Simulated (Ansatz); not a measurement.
# Convergence of a linear-scaling basis for random alloy of the diamond Si-C (dilute carbon) line, x = 0.0938 (64 atoms)

Aim: test how closely localised support functions follow the reference on random alloy of the diamond Si-C (dilute carbon) line, x = 0.0938 (64 atoms), and at what cost. A setting counts as converged where the r.m.s. difference of forces stays under 1 % of the r.m.s. force.

Calculated with Ansatz 0.2.0; Kohn-Sham DFT, PBE, PAW (set soft_2), plane waves.

Most raw output is cut from this account.

**1. The structure**

The cell holds 64 atoms: 58 Si and 6 C. Cell: a = 10.581 Å, b = 10.581 Å, c = 10.581 Å, α = 90.0°, β = 90.0°, γ = 90.0°. It derives from Si (diamond Si-C (dilute carbon)) and C, repeated 2×2×2. Diamond Si-C (dilute carbon): 64 atoms, 6 of 64 Si sites given to C at random, cell and internal coordinates interpolated linearly between the end members (Vegard's rule); not relaxed, displaced by a Gaussian of 0.02 Å. Lattice constants are starting values near those of PBE.

Limits known from the start: The host structure and its lattice constant were typed by rule, without a check against the phase diagram. The Brillouin zone is sampled at Γ only, in a cell whose shortest periodic width is 11 Å.

**2. Plane-wave single point**

The first run uses the default basis; a harder plane-wave run follows as the reference for the support functions.

Input file input.yaml:

```yaml
crystal:
  lattice:
    - [10.58099, 0.0, 0.0]
    - [0.0, 10.58099, 0.0]
    - [0.0, 0.0, 10.58099]
  atoms:
    - { symbol: Si, position: [0.00307, 0.99884, 0.999] }
    - { symbol: Si, position: [0.12297, 0.12664, 0.12065] }
    - { symbol: Si, position: [0.0033, 0.24856, 0.2506] }
    - { symbol: Si, position: [0.12453, 0.37776, 0.37111] }
    - { symbol: C, position: [0.24939, 0.99927, 0.25214] }
    - { symbol: Si, position: [0.37292, 0.12467, 0.37334] }
    - { symbol: Si, position: [0.25008, 0.2511, 0.99792] }
    - { symbol: Si, position: [0.37716, 0.3767, 0.12595] }
[... 52 atom lines left out ...]
    - { symbol: Si, position: [0.74759, 0.50059, 0.75095] }
    - { symbol: Si, position: [0.87744, 0.62479, 0.87383] }
    - { symbol: Si, position: [0.75106, 0.75046, 0.50053] }
    - { symbol: Si, position: [0.87486, 0.87719, 0.6257] }
kpoints:
  mp_grid: { grid: [1, 1, 1] }
hamiltonian:
  xc: pbe
scf:
  occupations: { method: fixed }
output:
  forces: true
  stress: true
  populations: true
  dos:
    method: { smearing: { sigma: 0.15 } }
    de: 0.1
    projected: { site_lists: { C: [C], Si: [Si] } }
  eigenvalues: true
  write_density: true
  write_potential: true
  volumetric_format: npy
  elf: true
```

Started as:

```bash
$ ansatz run input.yaml --threads 4 --pin off --max-ram 8192MiB --backend cpu --events-out ev --progress --plain --runs-dir out
```

The job ended after 4.3 s (4 threads of Intel Xeon Platinum 8559C (Emerald Rapids), shared host; peak memory 1.1 GiB).

Read from the output:

```
free energy                                      : -38354.8834 eV
free energy per atom                             : -599.2951 eV/atom
SCF cycles                                       : 9
pressure                                         : 3.706 GPa
r.m.s. force component                           : 1.033 eV/Å
longest force                                    : 4.311 eV/Å
Fermi energy                                     : 6.537 eV
gap (highest filled to lowest empty level) : 0.3569 eV
spilling of the projection                       : 0.009645
```

The r.m.s. force component of 1.0 eV/Å sets the scale for the differences below.

**3. Plane waves at 750 eV (750 eV)**

A harder cutoff gives the support functions a reference with less basis error.

input.yaml, the sections that differ from step 2:

```yaml
output:
  forces: true
  eigenvalues: true
basis:
  ecutwfc: "750 eV"
# crystal, kpoints, hamiltonian, scf: as in step 2
```

Elapsed: 6.3 s, on 4 threads; peak memory 2.1 GiB; 23 s of CPU time.

Forces differ from the reference by 0.16 meV/Å r.m.s., 0.015 % of their size, well within a tolerance of 1 %; the energy by -0.54 meV/atom. It took 6.3 s and 9 cycles; the reference's time can't be set against it, since the two runs asked for unlike analyses.

**4. Support functions medium**

The cell is solved in localised support functions. Besides, the program derives a nominal cutoff of 420 eV for this run, against the reference's 750.

This step: Kohn-Sham DFT, PBE, PAW (set soft_2), localised support functions (medium) (Ansatz 0.2.0).

input.yaml, the sections that differ from step 3:

```yaml
scf:
  occupations: { method: fixed }
  eigensolver: { kind: { support_functions: { accuracy: medium } } }
  max_iter: 150
# crystal, kpoints, hamiltonian, output: as in step 3
# basis: removed
```

The job ended after 30 s (4 threads; peak memory 2.2 GiB).

The program notes that the band table was not solved further than the SCF left it and it switched symmetry off.

Keys that differ from the reference: basis.ecutwfc removed, support_functions.accuracy = "medium" and scf.max_iter = 150.

Forces differ from the reference by 0.075 meV/Å r.m.s., 0.0073 % of their size, well within a tolerance of 1 %. It took 4.8 times the reference's time (shared host, so rough). The two runs also began from different starting densities, which bears on cycles and time.

**5. Support functions low**

This step: Kohn-Sham DFT, PBE, PAW (set soft_2), localised support functions (low) (Ansatz 0.2.0).

input.yaml, the sections that differ from step 4:

```yaml
scf:
  occupations: { method: fixed }
  eigensolver: { kind: { support_functions: { accuracy: low } } }
  max_iter: 150
# crystal, kpoints, hamiltonian, output: as in step 4
```

Elapsed: 27 s, on 4 threads; peak memory 2.2 GiB.

Keys that differ from the reference: basis.ecutwfc removed, support_functions.accuracy = "low" and scf.max_iter = 150.

Forces differ from the reference by 0.14 meV/Å r.m.s., 0.014 % of their size, well within a tolerance of 1 %. It took 4.3 times the reference's time (shared host, so rough). The two runs also began from different starting densities, which bears on cycles and time.

**6. Support functions high**

With localised support functions most steps grow linearly with size, though the diagonalisation grows faster unless the density matrix is cut; this run measures error and cost at this size. Besides, the program derives a nominal cutoff of 420 eV for this run, against the reference's 750.

This step: Kohn-Sham DFT, PBE, PAW (set soft_2), localised support functions (high) (Ansatz 0.2.0).

input.yaml, the sections that differ from step 5:

```yaml
scf:
  occupations: { method: fixed }
  eigensolver: { kind: { support_functions: { accuracy: high } } }
  max_iter: 150
# crystal, kpoints, hamiltonian, output: as in step 5
```

The job ended after 2.8 min (4 threads; peak memory 6.1 GiB; 11 min of CPU time).

Keys that differ from the reference: basis.ecutwfc removed, support_functions.accuracy = "high" and scf.max_iter = 150.

Forces differ from the reference by 0.01 meV/Å r.m.s., 0.001 % of their size, well within a tolerance of 1 %; the energy by -0.057 meV/atom. It took 27 times the reference's time (shared host, so rough). The two runs also began from different starting densities, which bears on cycles and time.

**7. Support functions medium, radius 3.86 Å**

The radius confines each support function; a larger one gives more freedom and more work per atom. Besides, the program derives a nominal cutoff of 420 eV for this run, against the reference's 750.

This step: Kohn-Sham DFT, PBE, PAW (set soft_2), localised support functions (medium) (Ansatz 0.2.0).

input.yaml, the sections that differ from step 6:

```yaml
scf:
  occupations: { method: fixed }
  eigensolver: { kind: { support_functions: { accuracy: medium, radius: 3.86 } } }
  max_iter: 150
# crystal, kpoints, hamiltonian, output: as in step 6
```

Wall time 28 s (4 threads); peak memory 2 GiB.

Keys that differ from the reference: basis.ecutwfc removed, support_functions.accuracy = "medium", support_functions.radius = 3.86 and scf.max_iter = 150.

Forces differ from the reference by 0.17 meV/Å r.m.s., 0.016 % of their size, well within a tolerance of 1 %. It took 4.5 times the reference's time (shared host, so rough). The two runs also began from different starting densities, which bears on cycles and time.

**8. Support functions medium, radius 4.18 Å**

input.yaml, the sections that differ from step 7:

```yaml
scf:
  occupations: { method: fixed }
  eigensolver: { kind: { support_functions: { accuracy: medium, radius: 4.18 } } }
  max_iter: 150
# crystal, kpoints, hamiltonian, output: as in step 7
```

It took 34 s on 4 threads; peak memory 2.4 GiB; 2.2 min of CPU time.

Keys that differ from the reference: basis.ecutwfc removed, support_functions.accuracy = "medium", support_functions.radius = 4.18 and scf.max_iter = 150.

Forces differ from the reference by 0.066 meV/Å r.m.s., 0.0064 % of their size, well within a tolerance of 1 %. It took 5.4 times the reference's time (shared host, so rough). The two runs also began from different starting densities, which bears on cycles and time.

**9. Support functions medium, radius 4.46 Å**

input.yaml, the sections that differ from step 8:

```yaml
scf:
  occupations: { method: fixed }
  eigensolver: { kind: { support_functions: { accuracy: medium, radius: 4.46 } } }
  max_iter: 150
# crystal, kpoints, hamiltonian, output: as in step 8
```

Elapsed: 36 s, on 4 threads; peak memory 2.6 GiB; 2.3 min of CPU time.

Keys that differ from the reference: basis.ecutwfc removed, support_functions.accuracy = "medium", support_functions.radius = 4.46 and scf.max_iter = 150.

Forces differ from the reference by 0.073 meV/Å r.m.s., 0.0071 % of their size, well within a tolerance of 1 %. It took 5.8 times the reference's time (shared host, so rough). The two runs also began from different starting densities, which bears on cycles and time.

**10. Support functions medium, radius 4.78 Å**

input.yaml, the sections that differ from step 9:

```yaml
scf:
  occupations: { method: fixed }
  eigensolver: { kind: { support_functions: { accuracy: medium, radius: 4.78 } } }
  max_iter: 150
# crystal, kpoints, hamiltonian, output: as in step 9
```

Elapsed: 53 s, on 4 threads; peak memory 2.9 GiB.

Keys that differ from the reference: basis.ecutwfc removed, support_functions.accuracy = "medium", support_functions.radius = 4.78 and scf.max_iter = 150.

Forces differ from the reference by 0.052 meV/Å r.m.s., 0.0051 % of their size, well within a tolerance of 1 %. It took 8.5 times the reference's time (shared host, so rough). The two runs also began from different starting densities, which bears on cycles and time.

**11. Support functions medium, radius 5.37 Å**

input.yaml, the sections that differ from step 10:

```yaml
scf:
  occupations: { method: fixed }
  eigensolver: { kind: { support_functions: { accuracy: medium, radius: 5.37 } } }
  max_iter: 150
# crystal, kpoints, hamiltonian, output: as in step 10
```

Wall time 69 s (4 threads); peak memory 3.7 GiB.

Keys that differ from the reference: basis.ecutwfc removed, support_functions.accuracy = "medium", support_functions.radius = 5.37 and scf.max_iter = 150.

Forces differ from the reference by 0.076 meV/Å r.m.s., 0.0074 % of their size, well within a tolerance of 1 %. It took 11 times the reference's time (shared host, so rough). The two runs also began from different starting densities, which bears on cycles and time.

**12. Support functions medium, radius 5.97 Å**

input.yaml, the sections that differ from step 11:

```yaml
scf:
  occupations: { method: fixed }
  eigensolver: { kind: { support_functions: { accuracy: medium, radius: 5.97 } } }
  max_iter: 150
# crystal, kpoints, hamiltonian, output: as in step 11
```

Wall time 99 s (4 threads); peak memory 4.7 GiB; 6.5 min of CPU time.

Keys that differ from the reference: basis.ecutwfc removed, support_functions.accuracy = "medium", support_functions.radius = 5.97 and scf.max_iter = 150.

Forces differ from the reference by 0.085 meV/Å r.m.s., 0.0082 % of their size, well within a tolerance of 1 %. It took 16 times the reference's time (shared host, so rough). The two runs also began from different starting densities, which bears on cycles and time.

**13. The ladder side by side**

Differences are against the plane-wave reference (Kohn-Sham DFT, PBE, PAW (set soft_2), plane waves), whose r.m.s. force component is 1.03 eV/Å. Energies are set beside the reference only for runs with its functional, potentials and electron count. Times are for 4 threads of Intel Xeon Platinum 8559C (Emerald Rapids), shared host. The reference's time includes the DOS, ELF, the stress and grids, which some other runs skip.

| run | Δ force, r.m.s. (meV/Å) | share of r.m.s. force (%) | Δ energy (meV/atom) | Δ gap (eV) | cycles | time | host memory (GiB) |
| --- | --- | --- | --- | --- | --- | --- | --- |
| reference | - | - | - | - | 9 | 4.3 s | 1.1 |
| plane waves at 750 eV (750 eV) | 0.157 | 0.0152 | -0.540 | 3.0e-4 | 9 | 6.3 s | 2.1 |

**14. The ladder side by side**

Differences are against the run with plane waves at 750 eV (Kohn-Sham DFT, PBE, PAW (set soft_2), plane waves), whose r.m.s. force component is 1.03 eV/Å. Energies are set beside the reference only for runs with its functional, potentials and electron count. Times are for 4 threads of Intel Xeon Platinum 8559C (Emerald Rapids), shared host.

| run | Δ force, r.m.s. (meV/Å) | share of r.m.s. force (%) | Δ energy (meV/atom) | Δ gap (eV) | cycles | time | host memory (GiB) |
| --- | --- | --- | --- | --- | --- | --- | --- |
| reference | - | - | - | - | 9 | 6.3 s | 2.1 |
| support functions medium | 0.075 | 0.0073 | -0.0307 | 0 | 12 | 30 s | 2.2 |
| support functions low | 0.141 | 0.0136 | -0.0307 | 1.0e-4 | 10 | 27 s | 2.2 |
| support functions high | 0.01 | 0.001 | -0.0574 | 0 | 19 | 2.8 min | 6.1 |
| support functions medium, radius 3.86 Å | 0.169 | 0.0164 | -0.0307 | 0 | 11 | 28 s | 2.0 |
| support functions medium, radius 4.18 Å | 0.066 | 0.0064 | -0.0307 | 0 | 12 | 34 s | 2.4 |
| support functions medium, radius 4.46 Å | 0.073 | 0.0071 | -0.0307 | 0 | 11 | 36 s | 2.6 |
| support functions medium, radius 4.78 Å | 0.052 | 0.0051 | -0.0307 | 0 | 14 | 53 s | 2.9 |
| support functions medium, radius 5.37 Å | 0.076 | 0.0074 | -0.0307 | 0 | 11 | 69 s | 3.7 |
| support functions medium, radius 5.97 Å | 0.085 | 0.0082 | -0.0307 | 0 | 11 | 99 s | 4.7 |

**15. The first run in detail**

The first run, on the default basis, asked for the full analyses, so its electronic structure is set out here.

Length of the force by element:

| element | coordination | atoms | mean length of the force (eV/Å) | spread | least | most |
| --- | --- | --- | --- | --- | --- | --- |
| C | all | 6 | 0.254 | 0.100 | 0.175 | 0.469 |
| Si | all | 58 | 1.40 | 1.25 | 0.106 | 4.31 |

Löwdin charges by element (they lack the spilled electrons, 0.039 e an atom on average):

| element | coordination | atoms | mean charge (e) | spread | least | most |
| --- | --- | --- | --- | --- | --- | --- |
| C | all | 6 | -0.587 | 0.0677 | -0.639 | -0.491 |
| Si | all | 58 | 0.103 | 0.118 | 0.0055 | 0.424 |

States in the cell by windows of 1 eV, zero at the Fermi level; the larger projections on atomic orbitals stand beside the total:

| from (eV) | to (eV) | total | Si p | Si s | C p |
| --- | --- | --- | --- | --- | --- |
| -10 | -9 | 5.7 | 1.2 | 4.0 | 0.1 |
| -9 | -8 | 13.9 | 5.1 | 6.0 | 0.1 |
| -8 | -7 | 29.6 | 13.6 | 14.7 | 0.7 |
| -7 | -6 | 2.6 | 1.4 | 0.9 | 0.1 |
| -6 | -5 | 21.8 | 11.8 | 8.6 | 0.7 |
| -5 | -4 | 20.3 | 18.8 | 0.8 | 0.4 |
| -4 | -3 | 41.3 | 31.0 | 5.7 | 3.8 |
| -3 | -2 | 15.8 | 13.4 | 0.1 | 2.1 |
| -2 | -1 | 57.4 | 47.3 | 0.1 | 9.2 |
| -1 | 0 | 4.6 | 3.5 | 0.0 | 0.9 |
| 0 | 1 | 18.6 | 10.2 | 4.0 | 1.0 |
| 1 | 2 | 15.3 | 7.7 | 5.2 | 0.6 |
| 2 | 3 | 31.6 | 18.4 | 5.7 | 2.4 |
| 3 | 4 | 33.4 | 15.6 | 4.1 | 3.2 |

With fixed occupations the program's Fermi level is the highest filled level.

Between -13 and -10 eV lie 40 more states.

The levels nearest the highest filled one (over half full), pooled over k-points and spins:

| level less the highest filled one (eV) | occupation |
| --- | --- |
| -1.18 | 2 |
| -1.16 | 2 |
| -1.12 | 2 |
| -0.0776 | 2 |
| -0.0718 | 2 |
| 0 | 2 |
| 0.357 | 0 |
| 0.432 | 0 |
| 0.473 | 0 |
| 0.603 | 0 |
| 0.752 | 0 |
| 0.771 | 0 |

Valence density in the ac plane at fractional y = 0.000, with atoms of Si and C within 0.2 Å of it. It is the smooth field of the valence electrons, not physical close to the nuclei.

Ten steps, logarithmic in the rise over the least value, from '0' (0.0 e/Å³) to '9' (1.5 e/Å³), each cell a mean:
```
567643101235665567643111235666
676643222345666676554323345666
555544444445556655555554555555
444455666654444444556666665444
122357899764322223467766765432
001357999864310013466635665320
001357899864321113467656665321
222345777654333234566766665432
444444455544554455555655555554
655443222345666666554444445666
666542101245676667653222245676
356542000235665466643101235665
566642100235666566643111235666
676643222345666666543322345666
555544444445555555555444455555
344455666654443344556666655444
122457899764321123466766765432
012357999864310012466645665321
012357999864310013467655665421
233456777654332233566767765433
444445555544444445555666655554
666544333345566666554444445566
666643211235676666643222345676
356643100235665466643101235665
```
Columns run along a (10.6 Å), rows up along c (10.6 Å). Atoms in or near the plane, at fractional coordinates: Si at (0.00, 0.00), C at (0.25, 0.25), Si at (0.00, 0.50), C at (0.25, 0.75), Si at (0.50, 0.00), Si at (0.75, 0.25), Si at (0.50, 0.50), Si at (0.75, 0.75).

[end of part 1 of 2]

[Logs are printed without paths, hosts, clocks, repeated set-up lines and the standing remarks that a program may print on its own settings, such as how far it seeks lower states.]

[Hosts, paths, dates, database ids (printed as entryN), source tags and the programs' standing remarks are cut or masked in the printed files.]
